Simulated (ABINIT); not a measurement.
# SiO2 (Quartz): changed settings of a GW run in ABINIT, part 2 of 2

A base run on SiO2 (Quartz), then changed inputs.

ABINIT 10.8.3; LDA and many-body steps on it, plane waves. Known limits of the many-body steps: not at the basis limit; coarse k mesh.

So far. Step 2 (Screening, 3×3×2 mesh, 93 bands, screening to 108.8 eV): Local fields lower ε∞ by 7 %. On a Γ-centred mesh this coarse the value itself is usually too large, while a short band sum pulls it down. Step 3 (Base): The gap on the mesh goes from 5.80 eV to 8.73 eV, a correction of +2.93 eV.

## (6) Broadening of the poles

Level of this step: G0W0 on LDA, plane waves, norm-conserving pseudopotentials (ABINIT).

The input, run.abi:

```
acell 3*1.0 Angstrom
rprim 
  4.915799999986 0.000000000003 0.000000000000
  -2.457899999996 4.257207679910 0.000000000000
  0.000000000000 0.000000000000 5.409100000000
ntypat 2
znucl 14 8
natom 9
typat 1 1 1 2 2 2 2 2 2
xred 
  0.530300000000 0.000000000000 0.333333333333
  0.000000000000 0.530300000000 0.666666666667
  0.469700000000 0.469700000000 -0.000000000000
  0.146200000000 0.414200000000 0.881000000000
  0.585800000000 0.732000000000 0.214333333333
  0.268000000000 0.853800000000 0.547666666667
  0.414200000000 0.146200000000 0.119000000000
  0.732000000000 0.585800000000 0.785666666667
  0.853800000000 0.268000000000 0.452333333333
pp_dirpath "pseudos"
pseudos "Si.upf, O.upf"
ecut 36
ngkpt 3 3 2
nshiftk 1
shiftk 0 0 0
kptopt 1
chksymbreak 0
istwfk *1
occopt 1
irdwfk 1
optdriver 4
nband 93
gwcalctyp 0
ecutsigx 36
symsigma 1
nkptgw 2
kptgw 
  0.3333333333 0.3333333333 0.0000000000
  0.0000000000 0.0000000000 0.0000000000
bdgw 
  22 26
  23 27
ecuteps 4
irdscr 1
ppmodel 1
zcut 1.0 eV
indata_prefix "in"
outdata_prefix "out"
tmpdata_prefix "tmp"
```

The run is started by

```
> OMP_NUM_THREADS=1 mpirun -n 4 abinit run.abi > log
```

The log of the run:

```text
.Version 10.8.3 of ABINIT. v10.8.2 released Aug 2026.

 Symmetries : space group P3_1 2 1 (#152); Bravais hP (primitive hexag.)
[... echo of the input left out ...]
== DATASET  1 ==================================================================
-   mpi_nproc: 4, omp_nthreads: 1 (-1 if OMP is not activated)

--- !DatasetInfo
iteration_state: {dtset: 1, }
dimensions: {natom: 9, nkpt: 6, mband: 93, nsppol: 1, nspinor: 1, nspden: 1, mpw: 7935, }
cutoff_energies: {ecut:  36.0, pawecutdg:  -1.0, }
[...]
Band     E0 <VxcDFT>   SigX SigC(E0)      Z dSigC/dE  Sig(E)    E-E0       E
[...]
26   9.156 -10.834  -5.307  -3.057   0.866  -0.154  -8.694   2.140  11.296
       27   9.156 -10.834  -5.307  -3.057   0.866  -0.154  -8.694   2.140  11.296

== END DATASET(S) ==============================================================
================================================================================

 -outvars: echo values of variables after computation  --------
           etotal      0.0000000000E+00
            nband          93
             nkpt           6
          spgroup         152
 [... the other variables as echoed above ...]

 Calculation completed.
```

Wall time 12 s (4 MPI ranks of Arm Neoverse V1, shared host); peak memory 1.1 GiB.

This step gave:

```
G0W0 gap on the points computed              : 8.735 eV
starting gap on the mesh                     : 5.801 eV
k of the valence top                         : 0.3333, 0.3333, 0
k of the conduction bottom                   : 0, 0, 0
least direct G0W0 gap on the computed points : 9.121 eV
```

Against G0W0 in ABINIT (3×3×2 mesh, 93 bands, screening to 108.8 eV, Godby-Needs plasmon pole), the gap moves by +0.000 eV.

## (7) No symmetry in the self-energy

Edit run.abi of step 6 so:

```diff
@@ -34,3 +34,3 @@
 ecutsigx 36
-symsigma 1
+symsigma 0
 nkptgw 2
@@ -45,3 +45,2 @@
 ppmodel 1
-zcut 1.0 eV
 indata_prefix "in"
```

The log of the run:

```text
.Version 10.8.3 of ABINIT. v10.8.2 released Aug 2026.

 Symmetries : space group P3_1 2 1 (#152); Bravais hP (primitive hexag.)
[... echo of the input left out ...]
== DATASET  1 ==================================================================
-   mpi_nproc: 4, omp_nthreads: 1 (-1 if OMP is not activated)

--- !DatasetInfo
iteration_state: {dtset: 1, }
dimensions: {natom: 9, nkpt: 6, mband: 93, nsppol: 1, nspinor: 1, nspden: 1, mpw: 7935, }
cutoff_energies: {ecut:  36.0, pawecutdg:  -1.0, }
[...]
Band     E0 <VxcDFT>   SigX SigC(E0)      Z dSigC/dE  Sig(E)    E-E0       E
[...]
26   9.156 -10.834  -5.307  -3.057   0.866  -0.154  -8.694   2.140  11.296
       27   9.156 -10.834  -5.307  -3.056   0.866  -0.154  -8.694   2.140  11.296

== END DATASET(S) ==============================================================
================================================================================

 -outvars: echo values of variables after computation  --------
           etotal      0.0000000000E+00
            nband          93
             nkpt           6
          spgroup         152
 [... the other variables as echoed above ...]

 Calculation completed.
```

Wall time 26 s (4 MPI ranks); peak memory 1.1 GiB.

Numbers from this step:

| Property | Result |
| --- | --- |
| G0W0 gap on the points computed | 8.735 eV |
| starting gap on the mesh | 5.801 eV |
| k of the valence top | 0.3333, 0.3333, 0 |
| k of the conduction bottom | 0, 0, 0 |
| least direct G0W0 gap on the computed points | 9.121 eV |

Against G0W0 in ABINIT (3×3×2 mesh, 93 bands, screening to 108.8 eV, Godby-Needs plasmon pole), the gap moves by +0.000 eV.

## (8) Point off the mesh

Edit run.abi of step 7 so:

```diff
@@ -34,10 +34,8 @@
 ecutsigx 36
-symsigma 0
-nkptgw 2
+symsigma 1
+nkptgw 1
 kptgw 
-  0.3333333333 0.3333333333 0.0000000000
-  0.0000000000 0.0000000000 0.0000000000
+  0.137 0.291 0
 bdgw 
-  22 26
-  23 27
+  24 25
 ecuteps 4
```

The log of the run:

```text
.Version 10.8.3 of ABINIT. v10.8.2 released Aug 2026.

 Symmetries : space group P3_1 2 1 (#152); Bravais hP (primitive hexag.)
================================================================================
 Values of the parameters that define the memory need of the present run
     intxc =       0    ionmov =       0      iscf =       7    lmnmax =       6
     lnmax =       6     mgfft =      60  mpssoang =       3    mqgrid =    3001
     natom =       9  nloc_mem =       1    nspden =       1   nspinor =       1
    nsppol =       1      nsym =       6    n1xccc =    2501    ntypat =       2
    occopt =       1   xclevel =       1
-    mband =          93        mffmem =           1         mkmem =           2
       mpw =        7935          nfft =      174960          nkpt =           6
================================================================================
  Rough estimation (10% accuracy) of disk space for files :
================================================================================

--------------------------------------------------------------------------------
------------- Echo of variables that govern the present computation ------------
--------------------------------------------------------------------------------
 -outvars: echo values of preprocessed input variables --------
            acell      1.8897261259E+00  1.8897261259E+00  1.8897261259E+00 Bohr

             bdgw          24      25
      chksymbreak           0
             ecut      3.60000000E+01 Hartree
          ecuteps      4.00000000E+00 Hartree
         ecutsigx      3.60000000E+01 Hartree
          ecutwfn      3.60000000E+01 Hartree
-          fftalg         312
           irdscr           1
           irdwfk           1

              ixc       -1012
[...]
- 14.00000   4.00000  180309                  znucl, zion, pspdat
12 -1012 2 -1 1510                            pspcod,pspxc,lmax,lloc,mmax
     nproj     2     2     2
  pspatm : epsatm=    6.67003958
         --- l  ekb(1:nproj) -->
[...]
pspatm: atomic psp has been read  and splines computed

- O Generated using ONCVPSP code by D. R. Hamann
-  8.00000   6.00000  201201                  znucl, zion, pspdat
12 -1012 2 -1 926                             pspcod,pspxc,lmax,lloc,mmax
     nproj     2     2     1
  pspatm : epsatm=    6.27558587
         --- l  ekb(1:nproj) -->
             0    6.026028    0.816167
             1   -4.798959   -1.172522
             2   -1.033686
 pspatm: atomic psp has been read  and splines computed

   2.76785443E+03                                ecore*ucvol(ha*bohr**3)
--------------------------------------------------------------------------------

 ==== K-mesh for the wavefunctions ====
 Number of points in the irreducible wedge :     6
 Reduced coordinates and weights :

     1)     0.00000000E+00  0.00000000E+00  0.00000000E+00       0.05556
     2)     3.33333333E-01  0.00000000E+00  0.00000000E+00       0.33333
     3)     3.33333333E-01  3.33333333E-01  0.00000000E+00       0.11111
     4)     0.00000000E+00  0.00000000E+00  5.00000000E-01       0.05556
     5)     3.33333333E-01  0.00000000E+00  5.00000000E-01       0.33333
     6)     3.33333333E-01  3.33333333E-01  5.00000000E-01       0.11111

 Together with  6 symmetry operations and time-reversal symmetry
 yields    18 points in the full Brillouin Zone.

--- !ERROR
message: |
    k-point [ 1.3700E-01,  2.9100E-01,  0.0000E+00]  not in the list of k points treated in the preparatory SCF run.
     Change kptgw, or shiftk of previous run.

--- !ERROR
message: |
    k-point [ 1.3700E-01,  2.9100E-01,  0.0000E+00]  not in the list of k points treated in the preparatory SCF run.
     Change kptgw, or shiftk of previous run.

--- from the log ---
k-point [ 1.3700E-01,  2.9100E-01,  0.0000E+00]  not in the list of k points treated in the preparatory SCF run.
     Change kptgw, or shiftk of previous run.
```

The job ended after 1.8 s (4 MPI ranks; peak memory 0.06 GiB; 5.3 s of CPU time).

The run stopped with an error after 1.8 s.

The program's words: k-point [ 1.3700E-01,  2.9100E-01,  0.0000E+00]  not in the list of k points treated in the preparatory SCF run. Change kptgw, or shiftk of previous run.

The fault put into this input: point off the mesh.

## (9) The runs together

Times are wall times on 4 MPI ranks of Arm Neoverse V1, shared host, good to a factor of about two. A run's time includes the screening step that it read.

```
                           run   mesh  bands  screening cutoff (eV)  DFT gap (eV)  gap on the mesh (eV)  direct (eV)  ε∞ used  time
                          base  3×3×2     93                  108.8         5.801                 8.735        9.121     2.39  67 s
                 scissors in G  3×3×2     93                  108.8         5.801                 8.781        9.167     2.39  67 s
fewer bands in the self-energy  3×3×2     34                  108.8         5.801                 8.957        9.337     2.39  62 s
       broadening of the poles  3×3×2     93                  108.8         5.801                 8.735        9.121     2.39  67 s
no symmetry in the self-energy  3×3×2     93                  108.8         5.801                 8.735        9.121     2.39  81 s
```

## (10) Summary of results

```
base                           : 8.735 eV
scissors in G                  : 8.781 eV
fewer bands in the self-energy : 8.957 eV
broadening of the poles        : 8.735 eV
no symmetry in the self-energy : 8.735 eV
known limits                   : not at the basis limit; coarse k mesh
```

In words: Scissors in G: +0.046 eV against base (keys changed: mbpt_sciss). Fewer bands in the self-energy: +0.222 eV against base (keys changed: nband). Broadening of the poles: no change against base (keys changed: zcut). No symmetry in the self-energy: no change against base (keys changed: symsigma). Bands and cutoff are finite, so the gap is not at the basis limit. The miss can reach some tenths of an eV and take either sign; the mesh is an error of its own. In the first G0W0 run levels were corrected at 2 k points alone, so a gap called «on the mesh» is the least over those, and an edge elsewhere would be missed. The 3×3×2 mesh is coarse for this cell, which bears on the long-range parts of exchange and screening.

[Paths, hosts, dates, memory and timing lines, banners, echoed tables and standing remarks are left out of the program output.]

[Logs are printed without paths, hosts, clocks, repeated set-up lines and the standing remarks that a program may print on its own settings, such as how far it seeks lower states.]

[Runs of the session that timed out or met a known fault of the program may be left out.]

[No measured gap is set beside runs whose start may be inverted or whose files or cutoffs have a known fault.]

[Hosts, paths, dates, database ids (printed as entryN), source tags and the programs' standing remarks are cut or masked in the printed files.]

[G0W0 gaps are taken among the corrected bands and points alone; a level outside them can change the order at an edge.]

[Where Ansatz stands beside ABINIT at settings called matched, ABINIT's density can come from a denser mesh and the files from another edition; pairs whose starting gaps differed by over 0.03 eV were left out, so agreement reads better than it is.]
